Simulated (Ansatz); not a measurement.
# Resistivity from frozen vibrations: Mo(100) with 4 thermally displaced layers, 2x2, part 2 of 2

Aim: the resistivity of Mo at 300 K from frozen thermal displacements between perfect leads. The measured value for the pure metal at this temperature is 5.52 µΩ cm (CRC Handbook of Chemistry and Physics, 84th ed., 2003, Electrical Resistivity of Pure Metals).

Ansatz 0.2.0; Ansatz plane-wave DFT, PBE, PAW files; ballistic transport by layer matching (Landauer), zero bias; PAW set soft_1.

So far, open channels per spin nearest the Fermi level: step 2 (with 4 displaced layers) 6.78.

### Step 3. With 8 displaced layers

Each atom of 8 layers is moved at random, by amounts drawn from a normal law 0.0488 Å wide in each direction from the Debye model (450 K) at 300 K. A fresh draw is used; the growth of the resistance with length is what counts.

System of this step: Mo(100) with 8 thermally displaced layers, 2x2. The cell holds 72 atoms: 72 Mo. Its edges and angles: a = 6.294 Å, b = 6.294 Å, c = 28.323 Å, α = 90.0°, β = 90.0°, γ = 90.0°. It derives from Mo. Regions: lead, 40 atoms (40 Mo); scattering region, 32 atoms (32 Mo). The structure is stacked along c, and the current runs across the ab planes.

Contents of input.yaml:

```yaml
crystal:
  lattice:
    - [6.294, 0.0, 0.0]
    - [0.0, 6.294, 0.0]
    - [0.0, 0.0, 28.323]
  atoms:
    - { symbol: Mo, position: [0.0, 0.0, 0.0277777778] }
    - { symbol: Mo, position: [0.0, 0.5, 0.0277777778] }
    - { symbol: Mo, position: [0.5, 0.0, 0.0277777778] }
    - { symbol: Mo, position: [0.5, 0.5, 0.0277777778] }
    - { symbol: Mo, position: [0.25, 0.25, 0.0833333333] }
    - { symbol: Mo, position: [0.25, 0.75, 0.0833333333] }
    - { symbol: Mo, position: [0.75, 0.25, 0.0833333333] }
    - { symbol: Mo, position: [0.75, 0.75, 0.0833333333] }
    - { symbol: Mo, position: [0.0, 0.0, 0.1388888889] }
    - { symbol: Mo, position: [0.0, 0.5, 0.1388888889] }
    - { symbol: Mo, position: [0.5, 0.0, 0.1388888889] }
    - { symbol: Mo, position: [0.5, 0.5, 0.1388888889] }
    - { symbol: Mo, position: [0.25, 0.25, 0.1944444444] }
    - { symbol: Mo, position: [0.25, 0.75, 0.1944444444] }
    - { symbol: Mo, position: [0.75, 0.25, 0.1944444444] }
    - { symbol: Mo, position: [0.75, 0.75, 0.1944444444] }
    - { symbol: Mo, position: [0.0, 0.0, 0.25] }
    - { symbol: Mo, position: [0.0, 0.5, 0.25] }
    - { symbol: Mo, position: [0.5, 0.0, 0.25] }
    - { symbol: Mo, position: [0.5, 0.5, 0.25] }
    - { symbol: Mo, position: [0.2639773049, 0.2602027368, 0.3061716892] }
    - { symbol: Mo, position: [0.2406257154, 0.7499654443, 0.3066873363] }
    - { symbol: Mo, position: [0.7400047333, 0.2530654055, 0.3062966523] }
    - { symbol: Mo, position: [0.7553999851, 0.7408134672, 0.3044147622] }
    - { symbol: Mo, position: [0.9966140817, 0.9909245329, 0.3641098289] }
    - { symbol: Mo, position: [0.9961526636, 0.5025521869, 0.360665325] }
    - { symbol: Mo, position: [0.5122847774, 0.010243523, 0.3622030283] }
    - { symbol: Mo, position: [0.4829048993, 0.5004036472, 0.3622898048] }
    - { symbol: Mo, position: [0.2577888574, 0.2452062011, 0.4198078641] }
    - { symbol: Mo, position: [0.2397559341, 0.7448677842, 0.4182787184] }
    - { symbol: Mo, position: [0.7503805717, 0.265534808, 0.4169916789] }
    - { symbol: Mo, position: [0.7450876024, 0.7470708159, 0.4147855009] }
    - { symbol: Mo, position: [0.9900876001, 0.0048908099, 0.473224168] }
    - { symbol: Mo, position: [0.0100433466, 0.4941456754, 0.4751342896] }
    - { symbol: Mo, position: [0.4977704108, 0.0122144531, 0.4714760876] }
    - { symbol: Mo, position: [0.4942940301, 0.5019378656, 0.4740004755] }
    - { symbol: Mo, position: [0.2512491321, 0.2454573954, 0.5254654783] }
    - { symbol: Mo, position: [0.2391268338, 0.7538998754, 0.5294840701] }
    - { symbol: Mo, position: [0.7487253823, 0.2416649453, 0.5292829263] }
    - { symbol: Mo, position: [0.7400665463, 0.74446793, 0.5288484295] }
    - { symbol: Mo, position: [0.982543128, 0.0029975029, 0.5823305686] }
    - { symbol: Mo, position: [0.0008478053, 0.4994126982, 0.5836817841] }
    - { symbol: Mo, position: [0.5053854713, 0.9941164742, 0.5857831452] }
    - { symbol: Mo, position: [0.5056331249, 0.5065457818, 0.5853415907] }
    - { symbol: Mo, position: [0.2561102063, 0.2565484662, 0.6390192143] }
    - { symbol: Mo, position: [0.238930913, 0.7489523035, 0.6375622246] }
    - { symbol: Mo, position: [0.7389621943, 0.2520051085, 0.6379086941] }
    - { symbol: Mo, position: [0.7420106505, 0.7419082693, 0.6393516473] }
    - { symbol: Mo, position: [0.0027826211, 0.0102597877, 0.6944204552] }
    - { symbol: Mo, position: [0.008082721, 0.510878943, 0.6964273614] }
    - { symbol: Mo, position: [0.4816496813, 0.0095322794, 0.6950299586] }
    - { symbol: Mo, position: [0.5032876703, 0.502880028, 0.6951043283] }
    - { symbol: Mo, position: [0.25, 0.25, 0.75] }
    - { symbol: Mo, position: [0.25, 0.75, 0.75] }
    - { symbol: Mo, position: [0.75, 0.25, 0.75] }
    - { symbol: Mo, position: [0.75, 0.75, 0.75] }
    - { symbol: Mo, position: [0.0, 0.0, 0.8055555556] }
    - { symbol: Mo, position: [0.0, 0.5, 0.8055555556] }
    - { symbol: Mo, position: [0.5, 0.0, 0.8055555556] }
    - { symbol: Mo, position: [0.5, 0.5, 0.8055555556] }
    - { symbol: Mo, position: [0.25, 0.25, 0.8611111111] }
    - { symbol: Mo, position: [0.25, 0.75, 0.8611111111] }
    - { symbol: Mo, position: [0.75, 0.25, 0.8611111111] }
    - { symbol: Mo, position: [0.75, 0.75, 0.8611111111] }
    - { symbol: Mo, position: [0.0, 0.0, 0.9166666667] }
    - { symbol: Mo, position: [0.0, 0.5, 0.9166666667] }
    - { symbol: Mo, position: [0.5, 0.0, 0.9166666667] }
    - { symbol: Mo, position: [0.5, 0.5, 0.9166666667] }
    - { symbol: Mo, position: [0.25, 0.25, 0.9722222222] }
    - { symbol: Mo, position: [0.25, 0.75, 0.9722222222] }
    - { symbol: Mo, position: [0.75, 0.25, 0.9722222222] }
    - { symbol: Mo, position: [0.75, 0.75, 0.9722222222] }
kpoints:
  mp_grid: { grid: [4, 4, 1] }
hamiltonian:
  xc: pbe
  pseudopotentials: { kind: paw, azcp: { folder: soft_1 } }
scf:
  occupations: { method: fermi_dirac, width: 0.1 }
output:
  transmission: { leads: [[0, 4]], kmesh: [8, 8], e_range: [-0.05, 0.05], de: 0.05 }
  write_potential: true
  write_density: true
  volumetric_format: npy
```

Command:

```
ansatz run input.yaml --threads 8 --pin off --max-ram 15360MiB --backend cpu --events-out ev --progress --plain --runs-dir out
```

Numbers of over 12 decimals in the logs are rounded to 6 here.

The log of the run:

```text
[...]
Crystal: 72 atoms, lattice volume = 1122.000 Å³
Basis set: ecut = 420 eV, 21955 PW (Γ)
Bands: 605, of which v1, the nominal top of the filled ones, is band 504 counted from 1 (503 counted from 0)
Symmetry: 1 space group operations
[...]
k-points: 10 of 16 (time reversal used)
[...]
SCF iter   1: F=—  HF=-356879.077521 eV  |F-HF|=—  |Δ(HF+E_count)|=         —  Δρ=1.06e-1  dr2=1.27e2  ethr=3.10e-3  ⟨swp⟩=4.4  Hψ=21867  notcnv=0
[...]
SCF iter   8: F=-356834.957081 eV  HF=-356834.957081 eV  |F-HF|=3.57e-8  |Δ(HF+E_count)|=  9.31e-10  Δρ=8.83e-7  dr2=4.05e-8  ethr=9.92e-12  ⟨swp⟩=6.7  Hψ=13869  notcnv=0
SCF 1 converged in 8 iterations: F = -356834.957081 eV  dr2 = 4.05e-8
[...]
transmission: 195 of 1904 steps passed
transmission: 381 of 1904 steps passed
[...]
transmission: 1904 of 1904 steps passed
SCF converged after 8 iterations
Free energy (F): -356834.957081 eV
[...]
Internal energy: -356833.309596 eV  (E = F + TS)
E sigma→0 (E₀):  -356834.133338 eV
Entropy (-TS):   -1.647484 eV (-22.882 meV/atom)
Fermi energy:    21.106627 eV
[...]
--- Band table (eV; the first three rows and the last of 10) ---
  k-point 0: bands = [... 500 lower, 20.9352, 20.9639, 20.9699, 20.9808, 21.0006, 21.0125, 21.0407, 21.0589, ... 97 higher]
  k-point 1: bands = [... 500 lower, 21.0575, 21.0691, 21.0944, 21.1039, 21.1173, 21.1496, 21.1559, 21.1781, ... 97 higher]
  k-point 2: bands = [... 500 lower, 20.9686, 20.9986, 21.0480, 21.0665, 21.2060, 21.2454, 21.2748, 21.3001, ... 97 higher]
  k-point 9: bands = [... 500 lower, 20.3221, 20.3449, 20.4229, 20.4609, 21.4056, 21.4302, 21.4640, 21.4792, ... 97 higher]
--- Transmission ---
  basis      : 349 plane waves across, 56 finite elements along
  points     : 34, standing for a mesh of 8 x 8
[...]
channels       : 6.593750e0 a spin
[...]
slowest decay  : 0.0400 /Å at (0.3750, 0.5000)
  junction   : crystal 0 to crystal 0, 0.70 to 27.45 Å
    transmission   : 5.652154e0 a spin
[...]
```

Run time: 8.3 min. Hardware: 8 threads of Intel Xeon Platinum 8488C (Sapphire Rapids), shared host; peak memory 8.1 GiB; 46 min of CPU time.

This step gave:

* free energy: -356834.9571 eV
* energy at zero smearing: -356834.1333 eV
* Fermi energy: 21.11 eV
* transmission per spin nearest the Fermi level: 5.652
* open channels per spin nearest the Fermi level: 6.594

Per spin. The transmission, zone mean by energy, zero at the Fermi level:

| energy (eV) | transmission, zone mean |
| --- | --- |
| -0.0500 | 5.68 |
| 0.0000 | 5.65 |
| 0.0500 | 5.58 |

Over the solved energies the transmission per spin lies between 5.58 and 5.68, out of 6.59 channels of the lead on average (up to 6.66).

### Step 4. With 12 displaced layers

Each atom of 12 layers is moved at random, by amounts drawn from a normal law 0.0488 Å wide in each direction from the Debye model (450 K) at 300 K. A fresh draw is used; the growth of the resistance with length is what counts.

System of this step: Mo(100) with 12 thermally displaced layers, 2x2. The cell holds 88 atoms: 88 Mo. Cell: a = 6.294 Å, b = 6.294 Å, c = 34.617 Å, α = 90.0°, β = 90.0°, γ = 90.0°. It derives from Mo. Regions: lead, 40 atoms (40 Mo); scattering region, 48 atoms (48 Mo). The structure is stacked along c, and the current runs across the ab planes.

Contents of input.yaml:

```yaml
crystal:
  lattice:
    - [6.294, 0.0, 0.0]
    - [0.0, 6.294, 0.0]
    - [0.0, 0.0, 34.617]
  atoms:
    - { symbol: Mo, position: [0.0, 0.0, 0.0227272727] }
    - { symbol: Mo, position: [0.0, 0.5, 0.0227272727] }
    - { symbol: Mo, position: [0.5, 0.0, 0.0227272727] }
    - { symbol: Mo, position: [0.5, 0.5, 0.0227272727] }
    - { symbol: Mo, position: [0.25, 0.25, 0.0681818182] }
    - { symbol: Mo, position: [0.25, 0.75, 0.0681818182] }
    - { symbol: Mo, position: [0.75, 0.25, 0.0681818182] }
    - { symbol: Mo, position: [0.75, 0.75, 0.0681818182] }
    - { symbol: Mo, position: [0.0, 0.0, 0.1136363636] }
    - { symbol: Mo, position: [0.0, 0.5, 0.1136363636] }
    - { symbol: Mo, position: [0.5, 0.0, 0.1136363636] }
    - { symbol: Mo, position: [0.5, 0.5, 0.1136363636] }
    - { symbol: Mo, position: [0.25, 0.25, 0.1590909091] }
    - { symbol: Mo, position: [0.25, 0.75, 0.1590909091] }
    - { symbol: Mo, position: [0.75, 0.25, 0.1590909091] }
    - { symbol: Mo, position: [0.75, 0.75, 0.1590909091] }
    - { symbol: Mo, position: [0.0, 0.0, 0.2045454545] }
    - { symbol: Mo, position: [0.0, 0.5, 0.2045454545] }
    - { symbol: Mo, position: [0.5, 0.0, 0.2045454545] }
    - { symbol: Mo, position: [0.5, 0.5, 0.2045454545] }
    - { symbol: Mo, position: [0.2524780548, 0.2472155064, 0.2473176144] }
    - { symbol: Mo, position: [0.2491550261, 0.7437645495, 0.2515236438] }
    - { symbol: Mo, position: [0.7477597139, 0.2506476121, 0.2488015732] }
    - { symbol: Mo, position: [0.7460385281, 0.7499105251, 0.2479047776] }
    - { symbol: Mo, position: [0.0023327521, 0.9991770784, 0.2937820073] }
    - { symbol: Mo, position: [0.9813942144, 0.5039803216, 0.295034783] }
    - { symbol: Mo, position: [0.4958881295, 0.9981678833, 0.298016808] }
    - { symbol: Mo, position: [0.499613638, 0.5006720029, 0.2933569283] }
    - { symbol: Mo, position: [0.2627802591, 0.2571179846, 0.3424140749] }
    - { symbol: Mo, position: [0.2503698509, 0.7571115206, 0.3414323366] }
    - { symbol: Mo, position: [0.7547571963, 0.2488192683, 0.338830072] }
    - { symbol: Mo, position: [0.7579819786, 0.7349883451, 0.340570644] }
    - { symbol: Mo, position: [0.9984132894, 0.9919093627, 0.3872284881] }
    - { symbol: Mo, position: [0.9984458175, 0.4966107218, 0.3870969084] }
    - { symbol: Mo, position: [0.4963026412, 0.0107758775, 0.3868593876] }
    - { symbol: Mo, position: [0.4963200663, 0.4849161531, 0.3845189618] }
    - { symbol: Mo, position: [0.2584317669, 0.2496074075, 0.4314188147] }
    - { symbol: Mo, position: [0.2627485482, 0.7400490494, 0.4309920718] }
    - { symbol: Mo, position: [0.7463336067, 0.2545488768, 0.4308822204] }
    - { symbol: Mo, position: [0.7452410289, 0.7375470535, 0.4328469786] }
    - { symbol: Mo, position: [0.0062541283, 0.9963042106, 0.4775031293] }
    - { symbol: Mo, position: [0.9899714924, 0.4963396155, 0.4792164205] }
    - { symbol: Mo, position: [0.5010530157, 0.0179240841, 0.4761623385] }
    - { symbol: Mo, position: [0.5045019179, 0.4984832417, 0.4780708517] }
    - { symbol: Mo, position: [0.2499440534, 0.245646156, 0.5215034404] }
    - { symbol: Mo, position: [0.2737866902, 0.7493999475, 0.5198826361] }
    - { symbol: Mo, position: [0.7449680767, 0.2552603156, 0.5220219769] }
    - { symbol: Mo, position: [0.760554509, 0.7577767291, 0.5225123887] }
    - { symbol: Mo, position: [0.9963364906, 0.9922046302, 0.5671944679] }
    - { symbol: Mo, position: [0.9885711748, 0.5093438546, 0.5704256095] }
    - { symbol: Mo, position: [0.4902547263, 0.9908323581, 0.5656872123] }
    - { symbol: Mo, position: [0.4925223003, 0.475900657, 0.5665705562] }
    - { symbol: Mo, position: [0.2600616292, 0.24731823, 0.6148418127] }
    - { symbol: Mo, position: [0.2462065179, 0.7636594735, 0.6139173741] }
    - { symbol: Mo, position: [0.7470363792, 0.2698020196, 0.6131786741] }
    - { symbol: Mo, position: [0.740525599, 0.7515664426, 0.6135815842] }
    - { symbol: Mo, position: [0.0082726771, 0.9928498506, 0.6602260169] }
    - { symbol: Mo, position: [0.0066157275, 0.4948199999, 0.6593211758] }
    - { symbol: Mo, position: [0.4935549241, 0.0181990676, 0.6580976725] }
    - { symbol: Mo, position: [0.4964849927, 0.4917310975, 0.6586026816] }
    - { symbol: Mo, position: [0.2499544131, 0.2559566026, 0.7036843217] }
    - { symbol: Mo, position: [0.2485587428, 0.7390107013, 0.7033783476] }
    - { symbol: Mo, position: [0.771379894, 0.2580780928, 0.7034432029] }
    - { symbol: Mo, position: [0.7396243077, 0.7424313084, 0.7045148581] }
    - { symbol: Mo, position: [0.0002694225, 0.9942251589, 0.7481851995] }
    - { symbol: Mo, position: [0.0110349874, 0.5035042313, 0.7494716464] }
    - { symbol: Mo, position: [0.4982880832, 0.9958918376, 0.7458585088] }
    - { symbol: Mo, position: [0.5008973187, 0.4916945848, 0.7485856458] }
    - { symbol: Mo, position: [0.25, 0.25, 0.7954545455] }
    - { symbol: Mo, position: [0.25, 0.75, 0.7954545455] }
    - { symbol: Mo, position: [0.75, 0.25, 0.7954545455] }
    - { symbol: Mo, position: [0.75, 0.75, 0.7954545455] }
    - { symbol: Mo, position: [0.0, 0.0, 0.8409090909] }
    - { symbol: Mo, position: [0.0, 0.5, 0.8409090909] }
    - { symbol: Mo, position: [0.5, 0.0, 0.8409090909] }
    - { symbol: Mo, position: [0.5, 0.5, 0.8409090909] }
    - { symbol: Mo, position: [0.25, 0.25, 0.8863636364] }
    - { symbol: Mo, position: [0.25, 0.75, 0.8863636364] }
    - { symbol: Mo, position: [0.75, 0.25, 0.8863636364] }
    - { symbol: Mo, position: [0.75, 0.75, 0.8863636364] }
    - { symbol: Mo, position: [0.0, 0.0, 0.9318181818] }
    - { symbol: Mo, position: [0.0, 0.5, 0.9318181818] }
    - { symbol: Mo, position: [0.5, 0.0, 0.9318181818] }
    - { symbol: Mo, position: [0.5, 0.5, 0.9318181818] }
    - { symbol: Mo, position: [0.25, 0.25, 0.9772727273] }
    - { symbol: Mo, position: [0.25, 0.75, 0.9772727273] }
    - { symbol: Mo, position: [0.75, 0.25, 0.9772727273] }
    - { symbol: Mo, position: [0.75, 0.75, 0.9772727273] }
kpoints:
  mp_grid: { grid: [4, 4, 1] }
hamiltonian:
  xc: pbe
  pseudopotentials: { kind: paw, azcp: { folder: soft_1 } }
scf:
  occupations: { method: fermi_dirac, width: 0.1 }
output:
  transmission: { leads: [[0, 4]], kmesh: [8, 8], e_range: [-0.05, 0.05], de: 0.05 }
  write_potential: true
  write_density: true
  volumetric_format: npy
```

The log of the run:

```text
[...]
Crystal: 88 atoms, lattice volume = 1371.333 Å³
Basis set: ecut = 420 eV, 26839 PW (Γ)
Bands: 740, of which v1, the nominal top of the filled ones, is band 616 counted from 1 (615 counted from 0)
Symmetry: 1 space group operations
[...]
k-points: 10 of 16 (time reversal used)
[...]
SCF iter   1: F=—  HF=-436184.485558 eV  |F-HF|=—  |Δ(HF+E_count)|=         —  Δρ=1.06e-1  dr2=1.57e2  ethr=3.10e-3  ⟨swp⟩=4.5  Hψ=25550  notcnv=0
[...]
SCF iter   8: F=-436130.551443 eV  HF=-436130.551443 eV  |F-HF|=4.21e-8  |Δ(HF+E_count)|=   3.71e-8  Δρ=1.10e-6  dr2=5.06e-8  ethr=8.12e-12  ⟨swp⟩=8.0  Hψ=18277  notcnv=0
SCF 1 converged in 8 iterations: F = -436130.551443 eV  dr2 = 5.06e-8
[...]
transmission: 230 of 2278 steps passed
transmission: 456 of 2278 steps passed
[...]
transmission: 2278 of 2278 steps passed
SCF converged after 8 iterations
Free energy (F): -436130.551443 eV
[...]
Internal energy: -436128.386396 eV  (E = F + TS)
E sigma→0 (E₀):  -436129.468920 eV
Entropy (-TS):   -2.165046 eV (-24.603 meV/atom)
Fermi energy:    21.125856 eV
[...]
--- Band table (eV; the first three rows and the last of 10) ---
  k-point 0: bands = [... 612 lower, 21.1041, 21.1139, 21.1342, 21.1537, 21.1750, 21.1793, 21.3166, 21.3181, ... 120 higher]
  k-point 1: bands = [... 612 lower, 21.0758, 21.0863, 21.1034, 21.1080, 21.1174, 21.1373, 21.1486, 21.1620, ... 120 higher]
  k-point 2: bands = [... 612 lower, 21.0210, 21.0616, 21.0764, 21.1054, 21.1681, 21.2067, 21.2465, 21.2830, ... 120 higher]
  k-point 9: bands = [... 612 lower, 20.2915, 20.3785, 20.3856, 20.5061, 21.3590, 21.4147, 21.4475, 21.4769, ... 120 higher]
--- Transmission ---
  basis      : 349 plane waves across, 67 finite elements along
  points     : 34, standing for a mesh of 8 x 8
[...]
channels       : 6.593750e0 a spin
[...]
slowest decay  : 0.0451 /Å at (0.3750, 0.5000)
  junction   : crystal 0 to crystal 0, 0.70 to 33.74 Å
    transmission   : 4.856982e0 a spin
[...]
```

Elapsed: 8.7 min, on 8 threads; peak memory 8.3 GiB; 63 min of CPU time.

Numbers from this step:

```
free energy                                   : -436130.5514 eV
energy at zero smearing                       : -436129.4689 eV
Fermi energy                                  : 21.13 eV
transmission per spin nearest the Fermi level : 4.857
step of the lead's potential                  : 3.7 meV
```

Per spin. The transmission, zone mean by energy, zero at the Fermi level:

| energy (eV) | transmission, zone mean |
| --- | --- |
| -0.0500 | 4.82 |
| 0.0000 | 4.86 |
| 0.0500 | 4.95 |

Over the solved energies the transmission per spin lies between 4.82 and 4.95, out of 6.64 channels of the lead on average (up to 6.78).

### Step 5. Resistance against length

This step: Ansatz plane-wave DFT, PBE, PAW files; ballistic transport by layer matching (Landauer), zero bias; resistivity from the slope of the area resistance; PAW set soft_1 (Ansatz 0.2.0).

This step gave:

```yaml
resistivity: 16.93 µΩ cm
intercept: -0.05471 fΩ m²
scatter_about_the_fit: 0.01888 fΩ m²
```

Resistance, by row:

```csv
run,length (Å),T,channels N,RA (fΩ m²)
n4,6.294,6.206,6.74,0.06519
n8,12.59,5.637,6.594,0.1317
n12,18.88,4.875,6.635,0.2783
```

The area resistance by length of the displaced region:

| length of the displaced region (Å) | area resistance (fΩ m²) |
| --- | --- |
| 6.29 | 0.0652 |
| 12.59 | 0.132 |
| 18.88 | 0.278 |

The area resistance goes from 0.065 to 0.28 fΩ m² between 6.3 and 18.9 Å, a slope of 17 µΩ cm.

By hand from the end points: (0.2783 − 0.06519) fΩ m² / (18.88 − 6.29) Å = 17 µΩ cm, since 1 fΩ m² per Å is 1000 µΩ cm.

### Step 6. What came out

```yaml
resistivity_from_the_slope: 16.9 µΩ cm
area_resistance_over_6p29_a: 0.0652 fΩ m²
area_resistance_over_12p6_a: 0.132 fΩ m²
area_resistance_over_18p9_a: 0.278 fΩ m²
```

In words: The slope gives 17 µΩ cm. The points scatter by 0.019 fΩ m² about the line, with one random draw a length in a 2x2 cell, so the slope is a rough value. The mean square of the displacements drawn is 0.78, 0.99 and 1.2 of the nominal one at the three lengths; with each resistance scaled back by that, the slope is 12 µΩ cm, the value used below. The lead's own channel count moves between the runs (6.74, 6.59 and 6.64), which shifts RA and the slope too. Read with a model of isotropic scattering on a spherical Fermi surface and the lead's 1.3×10¹⁵ S/m², this slope means a mean free path near 52 Å; over these lengths the model's slope is 1.11 times its bulk resistivity, which would be 11 µΩ cm. Uncorrelated displacements put too much weight on short waves, which scatter strongly; with the sideways repeat of a small cell, one draw and three short lengths, the method is good to a factor of two or three. The measured value is 5.52 µΩ cm (CRC Handbook of Chemistry and Physics, 84th ed., 2003, Electrical Resistivity of Pure Metals); the scaled slope is 2.2 times that and the corrected value 2.0: clearly high.

[Logs are printed without paths, hosts, clocks, repeated set-up lines and the standing remarks that a program may print on its own settings, such as how far it seeks lower states.]

[Hosts, paths, dates, database ids (printed as entryN), source tags and the programs' standing remarks are cut or masked in the printed files.]
